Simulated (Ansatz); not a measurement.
**Elastic response of glassy 69GeO2-31ZnO (mol %) (78 atoms)**

Aim: relax glassy 69GeO2-31ZnO (mol %) (78 atoms), then change its volume and shape to read moduli from the stress.

Method: Kohn-Sham DFT, PBE, PAW (set soft_1), plane waves, in Ansatz 0.2.0.

## Step 1: The starting structure

The cell holds 78 atoms: 20 Ge, 9 Zn and 49 O. Its edges and angles: a = 10.468 Å, b = 10.468 Å, c = 10.468 Å, α = 90.0°, β = 90.0°, γ = 90.0°. 78 atoms (20 Ge, 9 Zn, 49 O) placed at random at 3.98 g/cm³, melted at 4000 K for 10 ps at fixed volume with the Morse and Coulomb pair potential with partial charges (Pedone, Malavasi, Menziani, Cormack and Segre, J. Phys. Chem. B 110, 11780 (2006)). Quenched from 4000 K to 300 K at 20 K/ps and fixed volume, held 10 ps at zero pressure.

What the set-up can't give: The quench rate of 20 K/ps far exceeds what a furnace or splat quench reaches, so expect more defects and frozen-in strain than in a real sample. The starting topology of bonds comes from the classical model, and needn't be the one that DFT or experiment would give. The Brillouin zone is sampled at Γ only.

## Step 2: Single point at the start

The forces at the start show how far the geometry lies from a minimum of this functional.

Input file input.yaml:

```yaml
crystal:
  lattice:
    - [10.46827, 0.0, 0.0]
    - [0.0, 10.46827, 0.0]
    - [0.0, 0.0, 10.46827]
  atoms:
    - { symbol: Ge, position: [0.43747, 0.06195, 0.31239] }
    - { symbol: Ge, position: [0.78025, 0.37304, 0.64663] }
    - { symbol: Ge, position: [0.51455, 0.34224, 0.83452] }
    - { symbol: Ge, position: [0.61642, 0.02272, 0.53251] }
    - { symbol: Ge, position: [0.17979, 0.0398, 0.51008] }
    - { symbol: Ge, position: [0.10667, 0.957, 0.20307] }
    - { symbol: Ge, position: [0.69597, 0.95819, 0.16484] }
    - { symbol: Ge, position: [0.23192, 0.36406, 0.89517] }
    - { symbol: Ge, position: [0.01252, 0.70082, 0.32003] }
    - { symbol: Ge, position: [0.13588, 0.35975, 0.58066] }
    - { symbol: Ge, position: [0.37894, 0.35341, 0.19259] }
    - { symbol: Ge, position: [0.74278, 0.27436, 0.06455] }
    - { symbol: Ge, position: [0.73837, 0.67362, 0.70445] }
    - { symbol: Ge, position: [0.28689, 0.55763, 0.3889] }
    - { symbol: Ge, position: [0.62318, 0.7204, 0.99285] }
    - { symbol: Ge, position: [0.40032, 0.06256, 0.76578] }
    - { symbol: Ge, position: [0.01268, 0.15743, 0.96736] }
    - { symbol: Ge, position: [0.35029, 0.8743, 0.02735] }
    - { symbol: Ge, position: [0.12381, 0.66291, 0.89613] }
    - { symbol: Ge, position: [0.57176, 0.72592, 0.43834] }
    - { symbol: Zn, position: [0.66593, 0.51867, 0.21978] }
    - { symbol: Zn, position: [0.62575, 0.30532, 0.37309] }
    - { symbol: Zn, position: [0.29493, 0.55477, 0.68419] }
    - { symbol: Zn, position: [0.88666, 0.40856, 0.34957] }
    - { symbol: Zn, position: [0.90386, 0.94562, 0.43687] }
    - { symbol: Zn, position: [0.91662, 0.08174, 0.6828] }
    - { symbol: Zn, position: [0.01941, 0.78314, 0.62699] }
    - { symbol: Zn, position: [0.88958, 0.87044, 0.88016] }
    - { symbol: Zn, position: [0.88013, 0.60109, 0.0705] }
    - { symbol: O, position: [0.15977, 0.66523, 0.36963] }
    - { symbol: O, position: [0.92821, 0.57998, 0.24765] }
    - { symbol: O, position: [0.16062, 0.20712, 0.5233] }
    - { symbol: O, position: [0.62564, 0.32174, 0.962] }
    - { symbol: O, position: [0.28134, 0.45838, 0.26255] }
    - { symbol: O, position: [0.25962, 0.46512, 0.51908] }
    - { symbol: O, position: [0.89713, 0.26869, 0.6832] }
    - { symbol: O, position: [0.55638, 0.12799, 0.41264] }
    - { symbol: O, position: [0.77902, 0.04723, 0.55176] }
    - { symbol: O, position: [0.9455, 0.75627, 0.45749] }
    - { symbol: O, position: [0.63471, 0.68707, 0.29744] }
    - { symbol: O, position: [0.42344, 0.63809, 0.42434] }
    - { symbol: O, position: [0.94473, 0.04403, 0.86259] }
    - { symbol: O, position: [0.40873, 0.46743, 0.80868] }
    - { symbol: O, position: [0.34898, 0.3589, 0.02857] }
    - { symbol: O, position: [0.30928, 0.01568, 0.40084] }
    - { symbol: O, position: [0.26777, 0.94007, 0.14695] }
    - { symbol: O, position: [0.37729, 0.19713, 0.24129] }
    - { symbol: O, position: [0.89836, 0.26865, 0.00016] }
    - { symbol: O, position: [0.28765, 0.0295, 0.65036] }
    - { symbol: O, position: [0.0369, 0.06012, 0.10015] }
    - { symbol: O, position: [0.38972, 0.97705, 0.89699] }
    - { symbol: O, position: [0.97081, 0.69807, 0.94096] }
    - { symbol: O, position: [0.70172, 0.58644, 0.04792] }
    - { symbol: O, position: [0.79306, 0.9418, 0.29354] }
    - { symbol: O, position: [0.52362, 0.40494, 0.25172] }
    - { symbol: O, position: [0.65402, 0.68262, 0.56639] }
    - { symbol: O, position: [0.01349, 0.42008, 0.49197] }
    - { symbol: O, position: [0.71719, 0.85103, 0.04098] }
    - { symbol: O, position: [0.85408, 0.79042, 0.72181] }
    - { symbol: O, position: [0.56502, 0.88877, 0.46127] }
    - { symbol: O, position: [0.47639, 0.76681, 0.03497] }
    - { symbol: O, position: [0.04449, 0.96771, 0.59031] }
    - { symbol: O, position: [0.16441, 0.51207, 0.9484] }
    - { symbol: O, position: [0.17005, 0.3835, 0.73842] }
    - { symbol: O, position: [0.79465, 0.52404, 0.70864] }
    - { symbol: O, position: [0.40332, 0.21794, 0.81865] }
    - { symbol: O, position: [0.14356, 0.67067, 0.72907] }
    - { symbol: O, position: [0.538, 0.04223, 0.67244] }
    - { symbol: O, position: [0.08116, 0.00799, 0.35894] }
    - { symbol: O, position: [0.62006, 0.34184, 0.709] }
    - { symbol: O, position: [0.63515, 0.70791, 0.83084] }
    - { symbol: O, position: [0.23162, 0.77382, 0.95736] }
    - { symbol: O, position: [0.76269, 0.34616, 0.2132] }
    - { symbol: O, position: [0.15384, 0.22074, 0.92262] }
    - { symbol: O, position: [0.53173, 0.97694, 0.20314] }
    - { symbol: O, position: [0.03464, 0.8098, 0.20486] }
    - { symbol: O, position: [0.70802, 0.11592, 0.10936] }
    - { symbol: O, position: [0.74489, 0.37982, 0.48488] }
kpoints:
  mp_grid: { grid: [1, 1, 1] }
hamiltonian:
  xc: pbe
  pseudopotentials: { kind: paw, azcp: { folder: soft_1 } }
scf:
  occupations: { method: fixed }
output:
  forces: true
```

Started as:

```bash
ansatz run input.yaml --threads 4 --pin off --max-ram 8192MiB --backend cpu --events-out ev --progress --plain --runs-dir out
```

Numbers of over 12 decimals in the logs are rounded to 6 here.

What it wrote:

```text
[...]
Pseudopotentials: kind: paw
Pseudopotential: Ge, paw, valence charge 14, recommended cutoff 420 eV (normal), soft_1/Ge.paw.azcp
Pseudopotential: Zn, paw, valence charge 12, recommended cutoff 420 eV (normal), soft_1/Zn.paw.azcp
Pseudopotential: O, paw, valence charge 6, recommended cutoff 420 eV (normal), soft_1/O.paw.azcp
[... 5 lines on functional and potentials left out ...]
Crystal: 78 atoms, lattice volume = 1147.162 Å³
Basis set: ecut = 420 eV, 22335 PW (Γ), exchange–correlation on 144×144×144 points (8 copies of the dense FFT grid, shifted against one another)
Bands: 419, of which v1, the nominal top of the filled ones, is band 341 counted from 1 (340 counted from 0)
Symmetry: 1 space group operations
Space group: P1 (ITA 1), of the structure as read, at distance tolerance 1.0e-4 Å
k-points: 1
[... 7 lines on functional and potentials left out ...]
Initial density: superposition of atomic densities (chi_scale 0.1, normalization cell, long waves kept (reshape's long-wave potential 1.00 eV rms))
Initial wavefunctions: pseudopotential atomic-orbital guess
[...]
SCF iter   1: F=—  HF=-143587.140357 eV  |F-HF|=—  |Δ(HF+E_count)|=         —  Δρ=1.05e-1  dr2=9.16e1  ethr=3.10e-3  ⟨swp⟩=5.0  Hψ=1337  notcnv=0  defer=75
preconditioner: auto → Resta (q_TF=auto, 2.502 Å⁻¹)  ε∞=3.0  [insulator: Δε(μ)=1.342 eV  Ē_g=20.064 eV  n_scr=304 (ndim 8)  ℏωp=28.6 eV  f_vac=0.166  ε∞_Penn≈3.0]
[...]
SCF iter  12: F=—  HF=-143559.968540 eV  |F-HF|=—  |Δ(HF+E_count)|=   8.37e-7  Δρ=5.52e-6  dr2=3.22e-7  ethr=1.06e-9  ⟨swp⟩=2.0  Hψ=588  notcnv=0  defer=70
SCF iter  13: F=-143559.968541 eV  HF=-143559.968541 eV  |F-HF|=4.28e-9  |Δ(HF+E_count)|=   2.61e-7  Δρ=3.13e-6  dr2=8.87e-8  ethr=1.47e-11  ⟨swp⟩=5.0  Hψ=1353  notcnv=0
SCF 1 converged in 13 iterations: F = -143559.968541 eV  dr2 = 8.87e-8
[...]
SCF converged after 13 iterations
Free energy (F): -143559.968541 eV
Harris-Foulkes:  -143559.968541 eV  (|F-HF|=4.28e-9)
Internal energy: -143559.968541 eV  (E = F + TS)
E sigma→0 (E₀):  -143559.968541 eV
Fermi energy:    4.367100 eV
--- Per-component energies (eV) ---
[...]
Σ components = -143559.968541   (vs F -143559.968541, Δ=0.00e0)
--- Forces (eV/Å), atoms counted from 1 ---
  atom   1  Ge    -0.12736100    -0.45519621    -0.55749050
  atom   2  Ge    -1.45684083    -1.13175516     0.62028906
  atom   3  Ge     1.41134379    -0.04769023    -0.16205292
  atom   4  Ge     1.46158598     0.99369085     0.83446187
[...]
atom  78  O     -0.09657048     0.27394103    -2.26501997
  max |Σ_I F_I| component: 2.63e-5 eV/Å
```

It took 18 s on 4 threads of Arm Neoverse V1, shared host; peak memory 1.5 GiB.

The column dr2 measures how far the density is from self-consistency, as an energy; F and HF (Harris–Foulkes) agree once it is small.

The r.m.s. force at the start is 1.1 eV/Å.

## Step 3: Cell and atoms relaxed

Cell and atoms are freed together, to release stress as well as forces.

Input file input.yaml:

```yaml
crystal:
  lattice:
    - [10.46827, 0.0, 0.0]
    - [0.0, 10.46827, 0.0]
    - [0.0, 0.0, 10.46827]
  atoms:
    [... the 78 atom lines of step 2 ...]
kpoints:
  mp_grid: { grid: [1, 1, 1] }
hamiltonian:
  xc: pbe
  pseudopotentials: { kind: paw, azcp: { folder: soft_1 } }
scf:
  occupations: { method: fixed }
output:
  forces: true
relax:
  f_tol: 0.05
  max_steps: 150
  cell: {}
```

What it wrote:

```text
[...]
Crystal: 78 atoms, lattice volume = 1147.162 Å³
Basis set: ecut = 420 eV, 22335 PW (Γ), exchange–correlation on 144×144×144 points (8 copies of the dense FFT grid, shifted against one another)
Bands: 419, of which v1, the nominal top of the filled ones, is band 341 counted from 1 (340 counted from 0)
Symmetry: 1 space group operations
[...]
k-points: 1
[...]
SCF iter   1: F=—  HF=-143587.140357 eV  |F-HF|=—  |Δ(HF+E_count)|=         —  Δρ=1.05e-1  dr2=9.16e1  ethr=3.10e-3  ⟨swp⟩=5.0  Hψ=1337  notcnv=0  defer=75
[...]
SCF iter  12: F=—  HF=-143559.968540 eV  |F-HF|=—  |Δ(HF+E_count)|=   8.37e-7  Δρ=5.52e-6  dr2=3.22e-7  ethr=1.06e-9  ⟨swp⟩=2.0  Hψ=588  notcnv=0  defer=70
SCF iter  13: F=-143559.968541 eV  HF=-143559.968541 eV  |F-HF|=4.37e-9  |Δ(HF+E_count)|=   2.61e-7  Δρ=3.13e-6  dr2=8.87e-8  ethr=1.47e-11  ⟨swp⟩=5.0  Hψ=1353  notcnv=0
SCF 1 converged in 13 iterations: F = -143559.968541 eV  dr2 = 8.87e-8
[...]
relax step   1: F+E_penalty+E_count = -143559.96854062 eV  Δ(F+E_penalty+E_count) = +0.000e0 eV  max|allowed force component| = 3.801e0 eV/Å  Δτ_max = 0.0000 Å  P = +6.981 GPa  Ω = 1147.162 Å³  (13 SCF iters, dr2 threshold 1.00e-7 eV, accepted)
[... from here on, the SCF cycles and remarks between the steps are left out ...]
relax step   2: F+E_penalty+E_count = -143564.32142086 eV  Δ(F+E_penalty+E_count) = -4.353e0 eV  max|allowed force component| = 2.287e0 eV/Å  Δτ_max = 0.1388 Å  P = +3.025 GPa  Ω = 1162.144 Å³  energy of the carried Pulay correction = -4.328e-2 eV  (8 SCF iters, dr2 threshold 7.80e-6 eV, accepted)
relax step   3: F+E_penalty+E_count = -143566.90991601 eV  Δ(F+E_penalty+E_count) = -2.588e0 eV  max|allowed force component| = 6.732e-1 eV/Å  Δτ_max = 0.1933 Å  P = -0.268 GPa  Ω = 1161.112 Å³  energy of the carried Pulay correction = -4.032e-2 eV  (9 SCF iters, dr2 threshold 7.80e-6 eV, accepted)
relax step   4: F+E_penalty+E_count = -143567.75462389 eV  Δ(F+E_penalty+E_count) = -8.447e-1 eV  max|allowed force component| = 3.743e-1 eV/Å  Δτ_max = 0.2000 Å  P = -0.172 GPa  Ω = 1144.854 Å³  energy of the carried Pulay correction = +6.719e-3 eV  (8 SCF iters, dr2 threshold 7.80e-6 eV, accepted)
relax step   5: F+E_penalty+E_count = -143568.16613732 eV  Δ(F+E_penalty+E_count) = -4.115e-1 eV  max|allowed force component| = 3.893e-1 eV/Å  Δτ_max = 0.2000 Å  P = -0.078 GPa  Ω = 1132.015 Å³  energy of the carried Pulay correction = +4.434e-2 eV  (8 SCF iters, dr2 threshold 7.80e-6 eV, accepted)
relax step   6: F+E_penalty+E_count = -143568.37453771 eV  Δ(F+E_penalty+E_count) = -2.084e-1 eV  max|allowed force component| = 3.963e-1 eV/Å  Δτ_max = 0.2000 Å  P = -0.077 GPa  Ω = 1121.873 Å³  energy of the carried Pulay correction = +7.436e-2 eV  (8 SCF iters, dr2 threshold 7.80e-6 eV, accepted)
relax step   7: F+E_penalty+E_count = -143568.45697551 eV  Δ(F+E_penalty+E_count) = -8.244e-2 eV  max|allowed force component| = 2.022e-1 eV/Å  Δτ_max = 0.2000 Å  P = +0.070 GPa  Ω = 1118.406 Å³  energy of the carried Pulay correction = +8.468e-2 eV  (8 SCF iters, dr2 threshold 7.80e-6 eV, accepted)
relax step   8: F+E_penalty+E_count = -143568.47678149 eV  Δ(F+E_penalty+E_count) = -1.981e-2 eV  max|allowed force component| = 2.484e-1 eV/Å  Δτ_max = 0.0623 Å  P = +0.026 GPa  Ω = 1117.639 Å³  energy of the carried Pulay correction = +8.697e-2 eV  (7 SCF iters, dr2 threshold 2.55e-6 eV, accepted)
relax step   9: F+E_penalty+E_count = -143568.52788907 eV  Δ(F+E_penalty+E_count) = -5.111e-2 eV  max|allowed force component| = 9.657e-2 eV/Å  Δτ_max = 0.2000 Å  P = +0.016 GPa  Ω = 1117.251 Å³  energy of the carried Pulay correction = +8.813e-2 eV  (8 SCF iters, dr2 threshold 3.86e-6 eV, accepted)
relax step  10: F+E_penalty+E_count = -143568.55557319 eV  Δ(F+E_penalty+E_count) = -2.768e-2 eV  max|allowed force component| = 2.367e-1 eV/Å  Δτ_max = 0.1950 Å  P = -0.172 GPa  Ω = 1116.641 Å³  energy of the carried Pulay correction = +8.995e-2 eV  (9 SCF iters, dr2 threshold 5.83e-7 eV, accepted)
relax step  11: F+E_penalty+E_count = -143568.60290092 eV  Δ(F+E_penalty+E_count) = -4.733e-2 eV  max|allowed force component| = 3.282e-1 eV/Å  Δτ_max = 0.1648 Å  P = -0.124 GPa  Ω = 1114.378 Å³  energy of the carried Pulay correction = +9.671e-2 eV  (8 SCF iters, dr2 threshold 3.50e-6 eV, accepted)
relax step  12: F+E_penalty+E_count = -143568.73015688 eV  Δ(F+E_penalty+E_count) = -1.273e-1 eV  max|allowed force component| = 4.328e-1 eV/Å  Δτ_max = 0.1914 Å  P = -0.196 GPa  Ω = 1112.097 Å³  energy of the carried Pulay correction = +1.035e-1 eV  (8 SCF iters, dr2 threshold 6.73e-6 eV, accepted)
relax step  13: F+E_penalty+E_count = -143568.84173242 eV  Δ(F+E_penalty+E_count) = -1.116e-1 eV  max|allowed force component| = 7.765e-1 eV/Å  Δτ_max = 0.1946 Å  P = -0.290 GPa  Ω = 1109.458 Å³  energy of the carried Pulay correction = +1.115e-1 eV  (8 SCF iters, dr2 threshold 7.80e-6 eV, accepted)
relax step  14: F+E_penalty+E_count = -143569.18008082 eV  Δ(F+E_penalty+E_count) = -3.383e-1 eV  max|allowed force component| = 5.863e-1 eV/Å  Δτ_max = 0.2000 Å  P = -0.152 GPa  Ω = 1109.651 Å³  energy of the carried Pulay correction = +1.109e-1 eV  (8 SCF iters, dr2 threshold 7.80e-6 eV, accepted)
relax step  15: F+E_penalty+E_count = -143569.45558938 eV  Δ(F+E_penalty+E_count) = -2.755e-1 eV  max|allowed force component| = 3.797e-1 eV/Å  Δτ_max = 0.1995 Å  P = -0.075 GPa  Ω = 1110.980 Å³  energy of the carried Pulay correction = +1.069e-1 eV  (8 SCF iters, dr2 threshold 7.80e-6 eV, accepted)
relax step  16: F+E_penalty+E_count = -143569.60969322 eV  Δ(F+E_penalty+E_count) = -1.541e-1 eV  max|allowed force component| = 1.069e-1 eV/Å  Δτ_max = 0.2000 Å  P = +0.006 GPa  Ω = 1110.171 Å³  energy of the carried Pulay correction = +1.093e-1 eV  (8 SCF iters, dr2 threshold 7.80e-6 eV, accepted)
relax step  17: F+E_penalty+E_count = -143569.65954476 eV  Δ(F+E_penalty+E_count) = -4.985e-2 eV  max|allowed force component| = 8.324e-2 eV/Å  Δτ_max = 0.2000 Å  P = +0.023 GPa  Ω = 1111.336 Å³  energy of the carried Pulay correction = +1.058e-1 eV  (9 SCF iters, dr2 threshold 7.14e-7 eV, accepted)
relax step  18: F+E_penalty+E_count = -143569.66416951 eV  Δ(F+E_penalty+E_count) = -4.625e-3 eV  max|allowed force component| = 1.219e-1 eV/Å  Δτ_max = 0.0996 Å  P = +0.014 GPa  Ω = 1111.288 Å³  energy of the carried Pulay correction = +1.060e-1 eV  (9 SCF iters, dr2 threshold 4.33e-7 eV, accepted)
relax step  19: F+E_penalty+E_count = -143569.67556261 eV  Δ(F+E_penalty+E_count) = -1.139e-2 eV  max|allowed force component| = 5.023e-2 eV/Å  Δτ_max = 0.0581 Å  P = +0.006 GPa  Ω = 1111.581 Å³  energy of the carried Pulay correction = +1.051e-1 eV  (8 SCF iters, dr2 threshold 9.29e-7 eV, accepted)
relax step  20: F+E_penalty+E_count = -143569.67828306 eV  Δ(F+E_penalty+E_count) = -2.720e-3 eV  max|allowed force component| = 1.943e-2 eV/Å  Δτ_max = 0.0343 Å  P = -0.002 GPa  Ω = 1111.173 Å³  energy of the carried Pulay correction = +1.063e-1 eV  (9 SCF iters, dr2 threshold 1.58e-7 eV, accepted)
relax step  21: F+E_penalty+E_count = -143569.65732281 eV  Δ(F+E_penalty+E_count) = +2.096e-2 eV  max|allowed force component| = 1.883e-2 eV/Å  Δτ_max = 0.0000 Å  P = -0.092 GPa  Ω = 1111.173 Å³  stress off target by 2.63e-1 GPa  SCF on the basis re-selected at this cell (its energy is not comparable with the rows above)  (8 SCF iters)
relax step  22: F+E_penalty+E_count = -143569.66669224 eV  Δ(F+E_penalty+E_count) = -9.369e-3 eV  max|allowed force component| = 3.473e-2 eV/Å  Δτ_max = 0.0229 Å  P = -0.032 GPa  Ω = 1109.267 Å³  energy of the carried Pulay correction = +4.899e-3 eV  (8 SCF iters, dr2 threshold 1.74e-7 eV, accepted)
relax step  23: F+E_penalty+E_count = -143569.66960026 eV  Δ(F+E_penalty+E_count) = -2.908e-3 eV  max|allowed force component| = 1.209e-2 eV/Å  Δτ_max = 0.0131 Å  P = +0.003 GPa  Ω = 1108.491 Å³  energy of the carried Pulay correction = +6.947e-3 eV  (9 SCF iters, dr2 threshold 8.77e-9 eV, accepted)
relax step  24: F+E_penalty+E_count = -143569.66113646 eV  Δ(F+E_penalty+E_count) = +8.464e-3 eV  max|allowed force component| = 1.225e-2 eV/Å  Δτ_max = 0.0000 Å  P = -0.002 GPa  Ω = 1108.491 Å³  stress off target by 2.70e-2 GPa  SCF on the basis re-selected at this cell (its energy is not comparable with the rows above)  (5 SCF iters)
[...]
SCF converged after 5 iterations
Free energy (F): -143569.661136 eV
[...]
Internal energy: -143569.661136 eV  (E = F + TS)
E sigma→0 (E₀):  -143569.661136 eV
Fermi energy:    4.204584 eV
[...]
Σ components = -143569.661136   (vs F -143569.661136, Δ=0.00e0)
--- Forces (eV/Å), atoms counted from 1 ---
  atom   1  Ge    -0.01067363    -0.01224636    -0.00159368
  atom   2  Ge     0.00591163    -0.00409456    -0.00472855
  atom   3  Ge    -0.00760872    -0.00171863    -0.00117910
  atom   4  Ge     0.00355357    -0.00266516     0.00662881
[...]
atom  78  O     -0.00691949    -0.00711318     0.00779058
  max |Σ_I F_I| component: 9.34e-6 eV/Å
--- Stress (GPa, compression-positive) ---
       -0.007047       0.020494      -0.010202
        0.020495      -0.005788      -0.009008
       -0.010202      -0.009008       0.006687
  P = ⅓ Tr σ = -0.0020 GPa (-0.020 kbar)
--- Relaxed structure (22 steps of the walk, 22 accepted, 2 SCFs on fresh bases) ---
  F+E_penalty+E_count = -143569.66113646 eV   max|allowed force component| = 1.225e-2 eV/Å   (the final SCF, on the basis selected at the relaxed cell)
  cell:  # Å, volume = 1108.4914 Å³
    - [10.206397, 0.410651, -0.080231]
    - [0.410651, 10.277000, -0.149912]
    - [-0.080231, -0.149912, 10.587763]
  atoms:
    - { symbol: Ge, position: [0.414771, 0.076731, 0.323569] }
    - { symbol: Ge, position: [0.766646, 0.367050, 0.635803] }
    - { symbol: Ge, position: [0.520924, 0.334838, 0.827702] }
    - { symbol: Ge, position: [0.620278, 0.010685, 0.531552] }
[...]
- { symbol: O, position: [0.758908, 0.358820, 0.470101] }
```

The job ended after 5.4 min (4 threads; peak memory 1.5 GiB).

The relaxation converged after 22 steps, with a largest force component of 0.012 eV/Å.

(Continued in part 2 of 3.)

[Logs are printed without paths, hosts, clocks, repeated set-up lines and the standing remarks that a program may print on its own settings, such as how far it seeks lower states.]

[Hosts, paths, dates, database ids (printed as entryN), source tags and the programs' standing remarks are cut or masked in the printed files.]
